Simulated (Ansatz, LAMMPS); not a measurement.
## Convergence of a linear-scaling basis for amorphous Ge (61 atoms)

Wanted: errors and times of a linear-scaling basis for amorphous Ge (61 atoms). A setting counts as converged where the r.m.s. difference of forces stays under 1 % of the r.m.s. force.

Calculated with Ansatz 0.2.0; Kohn-Sham DFT, PBE, PAW (set soft_2), plane waves.

## (1) The structure

The cell holds 61 atoms: 61 Ge. Its edges and angles: a = 11.722 Å, b = 11.722 Å, c = 11.722 Å, α = 90.0°, β = 90.0°, γ = 90.0°. 61 atoms (61 Ge) placed at random at 4.57 g/cm³, melted at 3500 K for 10 ps at fixed volume with the Tersoff potential (Tersoff, Phys. Rev. B 39, 5566 (1989)). Quenched from 3500 K to 100 K at 5 K/ps and fixed volume, held 5 ps, then minimised at fixed cell.

Before any run, some limits are plain. The quench rate of 5 K/ps far exceeds what a furnace or splat quench reaches, so expect more defects and frozen-in strain than in a real sample. The starting topology of bonds comes from the classical model, and needn't be the one that DFT or experiment would give. Sampling is at Γ alone, for a cell whose shortest periodic width is 12 Å.

## (2) How the cell was made

A classical potential supplies the starting structure, since it reaches far longer times than DFT.

This step: classical MD, Tersoff potential (Tersoff, Phys. Rev. B 39, 5566 (1989)) (LAMMPS 22 Jul 2025 - Update 4).

File in.lmp:

```
# melt-quench of Ge61
units metal
atom_style atomic
boundary p p p
region box block 0 11.7217 0 11.7217 0 11.7217
create_box 1 box
mass 1 72.6300   # Ge
create_atoms 1 random 61 281316 NULL overlap 2.14 maxtry 2000
pair_style tersoff
pair_coeff * * SiCGe.tersoff Ge
neigh_modify delay 0 every 1 check yes
thermo_style custom step time temp pe press density
thermo_modify norm yes
timestep 0.001
thermo 100
min_style cg
minimize 1e-4 1e-4 200 2000
reset_timestep 0
velocity all create 3500 281317 mom yes dist gaussian
fix lim all nve/limit 0.05
fix lan all langevin 3500 3500 0.1 281318 zero yes
thermo 500
run 1000 post no
unfix lim
unfix lan
thermo 1666
fix md all nvt temp 3500 3500 0.1
run 10000 post no
unfix md
thermo 68000
fix md all nvt temp 3500 100 0.1
run 680000 post no
unfix md
thermo 2500
fix md all nvt temp 100 100 0.1
run 5000 post no
unfix md
thermo 100
min_style cg
minimize 0 1e-3 2000 20000
write_dump all custom glass.dump id type xs ys zs modify sort id
```

Started as:

```sh
lmp -in in.lmp -log none -nocite
```

The program printed:

```text
LAMMPS (22 Jul 2025 - Update 4)
Created orthogonal box = (0 0 0) to (11.7217 11.7217 11.7217)
Created 61 atoms
   Step          Time           Temp          PotEng         Press         Density
         0   0              0             -1.7875145     -15239.248      4.5679688
        39   0.039          0             -2.7997694      2895.6988      4.5679688
Loop time of 0.00630977 s on 1 MPI rank(s) for 39 steps with 61 atoms
Minimization stats:
  Stopping criterion = energy tolerance
  Energy initial, next-to-last, final =
     -1.78751445195846  -2.79969177453512  -2.79976944579398
  Force two-norm initial, final = 47.258816 4.0690873
  Iterations, force evaluations = 39 56
   Step          Time           Temp          PotEng         Press         Density
         0   0              3500          -2.7997694      20898.133      4.5679688
       500   0.5            4125.0569     -2.7314141      20875.041      4.5679688
      1000   1              3443.388      -2.6961814     -16772.28       4.5679688
Loop time of 0.131904 s on 1 MPI rank(s) for 1000 steps with 61 atoms
   Step          Time           Temp          PotEng         Press         Density
      1000   1              3443.388      -2.6961814     -16772.28       4.5679688
      1666   1.666          3255.8426     -2.7812084      15750.545      4.5679688
      3332   3.332          3273.2699     -2.669486       3377.2427      4.5679688
      4998   4.998          2819.6415     -2.6817099      6374.1708      4.5679688
      6664   6.664          3901.8144     -2.5996788     -36581.685      4.5679688
      8330   8.33           3733.048      -2.7941709     -29437.671      4.5679688
      9996   9.996          3593.4381     -2.7292983     -31322.102      4.5679688
[... 1 line left out ...]
Loop time of 1.32139 s on 1 MPI rank(s) for 10000 steps with 61 atoms
   Step          Time           Temp          PotEng         Press         Density
[... 12 lines left out ...]
Loop time of 72.2458 s on 1 MPI rank(s) for 680000 steps with 61 atoms
   Step          Time           Temp          PotEng         Press         Density
[... 2 lines left out ...]
    695000   695            102.42472     -3.5099747     -41168.26       4.5679688
    696000   696            103.6286      -3.5076357     -41486.221      4.5679688
Loop time of 0.465394 s on 1 MPI rank(s) for 5000 steps with 61 atoms
   Step          Time           Temp          PotEng         Press         Density
    696000   696            103.6286      -3.5076357     -41486.221      4.5679688
    696077   696.077        103.6286      -3.5215836     -42284.657      4.5679688
Loop time of 0.0312708 s on 1 MPI rank(s) for 77 steps with 61 atoms
Minimization stats:
  Stopping criterion = force tolerance
  Energy initial, next-to-last, final =
     -3.50763571726402  -3.52158357261882  -3.52158357313778
  Force two-norm initial, final = 4.1672044 0.00068841198
  Iterations, force evaluations = 77 318
```

Wall time 74 s (1 thread of Arm Neoverse V1, shared host); peak memory 0.072 GiB.

## (3) Plane-wave single point

The first run uses the default basis; a harder plane-wave run follows as the reference for the support functions.

File input.yaml:

```yaml
crystal:
  lattice:
    - [11.7217, 0.0, 0.0]
    - [0.0, 11.7217, 0.0]
    - [0.0, 0.0, 11.7217]
  atoms:
    - { symbol: Ge, position: [0.6154, 0.15946, 0.75838] }
    - { symbol: Ge, position: [0.21357, 0.38689, 0.68537] }
    - { symbol: Ge, position: [0.40297, 0.59343, 0.15297] }
    - { symbol: Ge, position: [0.3522, 0.77753, 0.44298] }
    - { symbol: Ge, position: [0.43589, 0.75185, 0.02195] }
    - { symbol: Ge, position: [0.49476, 0.65224, 0.34513] }
    - { symbol: Ge, position: [0.18478, 0.55215, 0.16733] }
    - { symbol: Ge, position: [0.41958, 0.85832, 0.63986] }
    - { symbol: Ge, position: [0.11632, 0.645, 0.98339] }
    - { symbol: Ge, position: [0.1538, 0.17367, 0.02851] }
    - { symbol: Ge, position: [0.31145, 0.94199, 0.31896] }
    - { symbol: Ge, position: [0.78654, 0.88338, 0.21392] }
    - { symbol: Ge, position: [0.36097, 0.49938, 0.80602] }
    - { symbol: Ge, position: [0.9804, 0.24206, 0.91721] }
    - { symbol: Ge, position: [0.64988, 0.1036, 0.97055] }
    - { symbol: Ge, position: [0.27227, 0.18083, 0.68879] }
    - { symbol: Ge, position: [0.12498, 0.03605, 0.69031] }
    - { symbol: Ge, position: [0.66941, 0.40991, 0.96389] }
    - { symbol: Ge, position: [0.34233, 0.27569, 0.09132] }
    - { symbol: Ge, position: [0.57176, 0.15553, 0.3051] }
    - { symbol: Ge, position: [0.25536, 0.45521, 0.47659] }
    - { symbol: Ge, position: [0.47021, 0.48518, 0.47325] }
    - { symbol: Ge, position: [0.00187, 0.39795, 0.76452] }
    - { symbol: Ge, position: [0.81952, 0.99021, 0.5152] }
    - { symbol: Ge, position: [0.79772, 0.24923, 0.03539] }
    - { symbol: Ge, position: [0.17101, 0.65782, 0.46413] }
    - { symbol: Ge, position: [0.66364, 0.3781, 0.74639] }
    - { symbol: Ge, position: [0.99861, 0.85064, 0.21484] }
    - { symbol: Ge, position: [0.86772, 0.22807, 0.24261] }
    - { symbol: Ge, position: [0.48932, 0.12032, 0.11146] }
    - { symbol: Ge, position: [0.75151, 0.78504, 0.57305] }
    - { symbol: Ge, position: [0.95056, 0.07839, 0.79484] }
    - { symbol: Ge, position: [0.08904, 0.7839, 0.61923] }
    - { symbol: Ge, position: [0.21743, 0.97269, 0.97151] }
    - { symbol: Ge, position: [0.291, 0.68714, 0.87899] }
    - { symbol: Ge, position: [0.90612, 0.8949, 0.88432] }
    - { symbol: Ge, position: [0.37596, 0.93818, 0.11129] }
    - { symbol: Ge, position: [0.62938, 0.74154, 0.93339] }
    - { symbol: Ge, position: [0.81212, 0.39145, 0.37692] }
    - { symbol: Ge, position: [0.58619, 0.73373, 0.70918] }
    - { symbol: Ge, position: [0.07671, 0.18669, 0.23402] }
    - { symbol: Ge, position: [0.02955, 0.96417, 0.51359] }
    - { symbol: Ge, position: [0.04151, 0.65626, 0.28833] }
    - { symbol: Ge, position: [0.9468, 0.58, 0.87106] }
    - { symbol: Ge, position: [0.75991, 0.06033, 0.32292] }
    - { symbol: Ge, position: [0.91098, 0.74269, 0.72837] }
    - { symbol: Ge, position: [0.80299, 0.13959, 0.66038] }
    - { symbol: Ge, position: [0.24153, 0.8613, 0.76137] }
    - { symbol: Ge, position: [0.45025, 0.43716, 0.00185] }
    - { symbol: Ge, position: [0.52673, 0.52636, 0.67517] }
    - { symbol: Ge, position: [0.7768, 0.58258, 0.02002] }
    - { symbol: Ge, position: [0.83606, 0.57764, 0.25192] }
    - { symbol: Ge, position: [0.45181, 0.07584, 0.63741] }
    - { symbol: Ge, position: [0.7051, 0.72307, 0.34931] }
    - { symbol: Ge, position: [0.73417, 0.91008, 0.00306] }
    - { symbol: Ge, position: [0.1094, 0.9943, 0.32224] }
    - { symbol: Ge, position: [0.60398, 0.35429, 0.36672] }
    - { symbol: Ge, position: [0.42414, 0.08451, 0.42539] }
    - { symbol: Ge, position: [0.05875, 0.84387, 0.01731] }
    - { symbol: Ge, position: [0.21634, 0.35632, 0.26868] }
    - { symbol: Ge, position: [0.84256, 0.35034, 0.61053] }
kpoints:
  mp_grid: { grid: [1, 1, 1] }
hamiltonian:
  xc: pbe
scf:
  occupations: { method: gaussian, width: 0.05 }
output:
  forces: true
  stress: true
  populations: intrinsic
  dos:
    method: { smearing: { sigma: 0.15 } }
    de: 0.1
    projected: { site_lists: { Ge: [Ge] } }
  eigenvalues: true
  write_density: true
  write_potential: true
  volumetric_format: npy
```

Started as:

```sh
ansatz run input.yaml --threads 8 --pin off --max-ram 15872MiB --backend cpu --events-out ev --progress --plain --runs-dir out
```

The program printed:

```text
Engine: ansatz 0.2.0, aarch64-unknown-linux-gnu
Pseudopotentials: kind: paw
Pseudopotential: Ge, paw, valence charge 14, recommended cutoff 420 eV (normal), Ge.paw.azcp
[... 5 lines on functional and potentials left out ...]
Crystal: 61 atoms, lattice volume = 1610.541 Å³
Basis set: ecut = 420 eV, 31439 PW (Γ), exchange–correlation on 160×160×160 points (8 copies of the dense FFT grid, shifted against one another)
Bands: 513, of which v1, the nominal top of the filled ones, is band 427 counted from 1 (426 counted from 0)
Symmetry: 1 space group operations
Space group: P1 (ITA 1), of the structure as read, at distance tolerance 1.2e-4 Å
k-points: 1
[... 3 lines on functional and potentials left out ...]
Initial density: superposition of atomic densities (neutral atoms: chi_scale 0, normalization atom), corrected by the library's trained network
Initial wavefunctions: pseudopotential atomic-orbital guess
Functional: x = pbe(κ = 0.804, μ = 0.219515), c = pbe(β = 0.066725)
SCF iter   1: F=—  HF=-261979.571607 eV  |F-HF|=—  |Δ(HF+E_count)|=         —  Δρ=4.20e-3  dr2=1.39e0  ethr=1.77e-3  ⟨swp⟩=6.0  Hψ=1814  notcnv=0  defer=6
preconditioner: auto → LDOS  [metal: Δε(μ)=0.041 eV  Ē_g=21.916 eV  σ=0.050 eV  W_gap=0.44  n_scr=388 (ndim 8)  ℏωp=27.0 eV  f_vac=0.135  D(μ)=38.85/eV (n_scr^D=250)  β→1.0]
SCF iter   2: F=—  HF=-261979.444765 eV  |F-HF|=—  |Δ(HF+E_count)|=   1.27e-1  Δρ=2.17e-3  dr2=1.57e-1  ethr=1.62e-4  ⟨swp⟩=2.0  Hψ=603  notcnv=0  defer=79
SCF iter   3: F=—  HF=-261979.419546 eV  |F-HF|=—  |Δ(HF+E_count)|=   2.52e-2  Δρ=1.04e-3  dr2=9.31e-2  ethr=1.83e-5  ⟨swp⟩=2.0  Hψ=867  notcnv=0  defer=79
SCF iter   4: F=—  HF=-261979.411664 eV  |F-HF|=—  |Δ(HF+E_count)|=   7.88e-3  Δρ=5.43e-4  dr2=2.59e-2  ethr=1.09e-5  ⟨swp⟩=2.0  Hψ=480  notcnv=0  defer=79
SCF iter   5: F=—  HF=-261979.409614 eV  |F-HF|=—  |Δ(HF+E_count)|=   2.05e-3  Δρ=2.50e-4  dr2=4.13e-3  ethr=3.03e-6  ⟨swp⟩=2.0  Hψ=483  notcnv=0  defer=79
SCF iter   6: F=—  HF=-261979.409058 eV  |F-HF|=—  |Δ(HF+E_count)|=   5.56e-4  Δρ=9.95e-5  dr2=5.39e-4  ethr=4.84e-7  ⟨swp⟩=2.0  Hψ=682  notcnv=0  defer=79
SCF iter   7: F=—  HF=-261979.408949 eV  |F-HF|=—  |Δ(HF+E_count)|=   1.10e-4  Δρ=4.76e-5  dr2=1.16e-4  ethr=6.31e-8  ⟨swp⟩=2.0  Hψ=604  notcnv=0  defer=79
SCF iter   8: F=—  HF=-261979.408944 eV  |F-HF|=—  |Δ(HF+E_count)|=   5.10e-6  Δρ=2.01e-5  dr2=2.28e-5  ethr=1.36e-8  ⟨swp⟩=2.0  Hψ=578  notcnv=0  defer=79
SCF iter   9: F=—  HF=-261979.408945 eV  |F-HF|=—  |Δ(HF+E_count)|=   1.12e-6  Δρ=1.07e-5  dr2=6.48e-6  ethr=2.66e-9  ⟨swp⟩=2.0  Hψ=687  notcnv=0  defer=79
SCF iter  10: F=—  HF=-261979.408944 eV  |F-HF|=—  |Δ(HF+E_count)|=   5.11e-7  Δρ=4.88e-6  dr2=1.32e-6  ethr=7.59e-10  ⟨swp⟩=2.0  Hψ=608  notcnv=0  defer=79
SCF iter  11: F=—  HF=-261979.408944 eV  |F-HF|=—  |Δ(HF+E_count)|=   1.35e-7  Δρ=2.29e-6  dr2=2.28e-7  ethr=1.55e-10  ⟨swp⟩=2.0  Hψ=601  notcnv=0  defer=79
SCF iter  12: F=-261979.408944 eV  HF=-261979.408944 eV  |F-HF|=4.24e-8  |Δ(HF+E_count)|=   1.39e-8  Δρ=1.09e-6  dr2=5.65e-8  ethr=1.17e-11  ⟨swp⟩=12.0  Hψ=3517  notcnv=0
SCF 1 converged in 12 iterations: F = -261979.408944 eV  dr2 = 5.65e-8
  greatest PAW one-centre occupation: 0.998 electrons in one spin orbital (limit 2), on the Ge atom at site 15 (counted from 0), in its partial waves of l = 2
SCF converged after 12 iterations
Free energy (F): -261979.408944 eV
Harris-Foulkes:  -261979.408944 eV  (|F-HF|=4.24e-8)
Internal energy: -261979.345051 eV  (E = F + TS)
E sigma→0 (E₀):  -261979.376998 eV
Entropy (-TS):   -0.063893 eV (-1.047 meV/atom)
Fermi energy:    6.526483 eV
--- Per-component energies (eV) ---
  E_band       = -10551.731211
  E_kinetic    = 6728.036991
  E_local      = -164625.915126  (includes V_loc(G=0)·N_el)
  E_nonlocal   = 25465.797017
  E_hartree    = 72377.108939
  E_xc         = -4574.885121
  E_vxc        = -3891.506279  (∫ρ·V_xc dr)
  E_paw        = -123153.880595  (= ΣΔE_a)
  E_vpaw       = -18982.375112  (= ΣTr[D̂ρ^β])
  E_aug_tail   = 0.018285  (compensation charges beyond the density's cutoff)
  E_ewald      = -74195.625441
  E_smearing   = -0.063893  (= −TS)
  E_closure    = -0.000000  (closes the sum)
  Σ components = -261979.408944   (vs F -261979.408944, Δ=0.00e0)
--- Forces (eV/Å), atoms counted from 1 ---
  atom   1  Ge     0.18425022     0.59473719    -0.00507756
  atom   2  Ge    -0.04902737    -0.15329018     0.05483874
  atom   3  Ge    -0.14439107     0.05421415     0.33938231
  atom   4  Ge    -0.16055811    -0.16253631     0.21686128
  atom   5  Ge     0.18806697     0.25035967    -0.05379285
  atom   6  Ge     0.27917514     0.18022406    -0.27588488
  atom   7  Ge     0.19762411    -0.20172471    -0.07179651
  atom   8  Ge    -0.07693669     0.12790599    -0.09995972
  atom   9  Ge    -0.08371085    -0.58675286     0.09472586
  atom  10  Ge    -0.02211170     0.39280144     0.17566057
  atom  11  Ge    -0.13313196    -0.20162023    -0.29731183
  atom  12  Ge    -0.44327534    -0.06542108    -0.06985960
  atom  13  Ge     0.16843849     0.05391476     0.30651542
  atom  14  Ge     0.33841658     0.34430133     0.09089496
[...]
atom  60  Ge     0.11878214    -0.03337669    -0.35886846
  atom  61  Ge    -0.13713138    -0.23573490     0.15380256
  max |Σ_I F_I| component: 1.63e-5 eV/Å
--- Stress (GPa, compression-positive) ---
       -0.710671       0.285327      -0.535127
        0.285327       0.375497      -0.243901
       -0.535127      -0.243901      -2.950712
  P = ⅓ Tr σ = -1.0953 GPa (-10.953 kbar)
--- Band table (eV) ---
  k-point 0: bands = ["-18.3623", "-18.3129", "-18.3049", "-18.3001", [... 497 levels ...], "11.2489", "11.3227", "11.3640", "11.4647", "11.5118", "11.5557", "11.5830", "11.6669", "11.7516", "11.7650", "11.8096", "11.8972"]
--- intrinsic populations: 61 sites ---
  site symbol       q [e]
     0     Ge     14.0138
     1     Ge     13.9899
     2     Ge     14.0241
[...]
60     Ge     14.0184
  spilling = -0.000000 (of n_electrons = 854.000000)
```

It took 21 s on 8 threads of Arm Neoverse V1, shared host; peak memory 2.4 GiB.

In the SCF lines HF is the Harris–Foulkes energy and dr2 the Hartree energy of the density residual, in eV; the loop may stop once dr2 is under the threshold and the program's other checks hold. Hψ counts applications of the Hamiltonian.

Read from the output:

```
free energy                             : -261979.4089 eV
free energy per atom                    : -4294.7444 eV/atom
SCF cycles                              : 12
pressure                                : -1.095 GPa
r.m.s. force component                  : 0.2122 eV/Å
longest force                           : 0.9158 eV/Å
Fermi energy                            : 6.526 eV
levels partly filled by over 2 per cent : 3
```

The r.m.s. force component of 0.21 eV/Å sets the scale for the differences below.

## (4) Plane waves at 750 eV (750 eV)

The grid of the support functions holds more waves than the default cutoff, so they are judged against a harder plane-wave run.

input.yaml, the sections that differ from step 3:

```yaml
output:
  forces: true
  eigenvalues: true
basis:
  ecutwfc: "750 eV"
# crystal, kpoints, hamiltonian, scf: as in step 3
```

The program printed:

```text
[...]
Crystal: 61 atoms, lattice volume = 1610.541 Å³
Basis set: ecut = 750 eV, 75037 PW (Γ), exchange–correlation on 216×216×216 points (8 copies of the dense FFT grid, shifted against one another)
Bands: 513, of which v1, the nominal top of the filled ones, is band 427 counted from 1 (426 counted from 0)
Symmetry: 1 space group operations
[...]
k-points: 1
[...]
SCF iter   1: F=—  HF=-261979.644799 eV  |F-HF|=—  |Δ(HF+E_count)|=         —  Δρ=4.21e-3  dr2=1.39e0  ethr=1.77e-3  ⟨swp⟩=6.0  Hψ=1840  notcnv=0
[...]
SCF iter  11: F=—  HF=-261979.483103 eV  |F-HF|=—  |Δ(HF+E_count)|=   1.54e-7  Δρ=2.30e-6  dr2=2.28e-7  ethr=1.58e-10  ⟨swp⟩=2.0  Hψ=665  notcnv=0  defer=79
SCF iter  12: F=-261979.483103 eV  HF=-261979.483103 eV  |F-HF|=3.78e-8  |Δ(HF+E_count)|=   8.91e-9  Δρ=1.07e-6  dr2=5.20e-8  ethr=1.17e-11  ⟨swp⟩=8.0  Hψ=2109  notcnv=0
SCF 1 converged in 12 iterations: F = -261979.483103 eV  dr2 = 5.20e-8
[...]
SCF converged after 12 iterations
Free energy (F): -261979.483103 eV
[...]
Internal energy: -261979.419213 eV  (E = F + TS)
E sigma→0 (E₀):  -261979.451158 eV
Entropy (-TS):   -0.063890 eV (-1.047 meV/atom)
Fermi energy:    6.526257 eV
[...]
Σ components = -261979.483103   (vs F -261979.483103, Δ=0.00e0)
--- Forces (eV/Å), atoms counted from 1 ---
  atom   1  Ge     0.18417657     0.59466229    -0.00506266
  atom   2  Ge    -0.04905539    -0.15323633     0.05488341
  atom   3  Ge    -0.14434406     0.05420383     0.33932537
  atom   4  Ge    -0.16054519    -0.16247932     0.21695345
[...]
atom  61  Ge    -0.13703603    -0.23569476     0.15367309
  max |Σ_I F_I| component: 1.67e-5 eV/Å
--- Band table (eV) ---
[...]
```

The job ended after 31 s (8 threads; peak memory 4.9 GiB; 4 min of CPU time).

Forces differ from the reference by 0.05 meV/Å r.m.s., 0.024 % of their size, well within a tolerance of 1 %; the energy by -1.2 meV/atom. It took roughly 1.5 times the reference's time (one timing each, with unlike analyses asked), in 12 cycles against 12.

[end of part 1 of 4]

[Long decimals in the printed logs are rounded to 6 places.]

[Logs are printed without paths, hosts, clocks, repeated set-up lines and the standing remarks that a program may print on its own settings, such as how far it seeks lower states.]

[Hosts, paths, dates, database ids (printed as entryN), source tags and the programs' standing remarks are cut or masked in the printed files.]
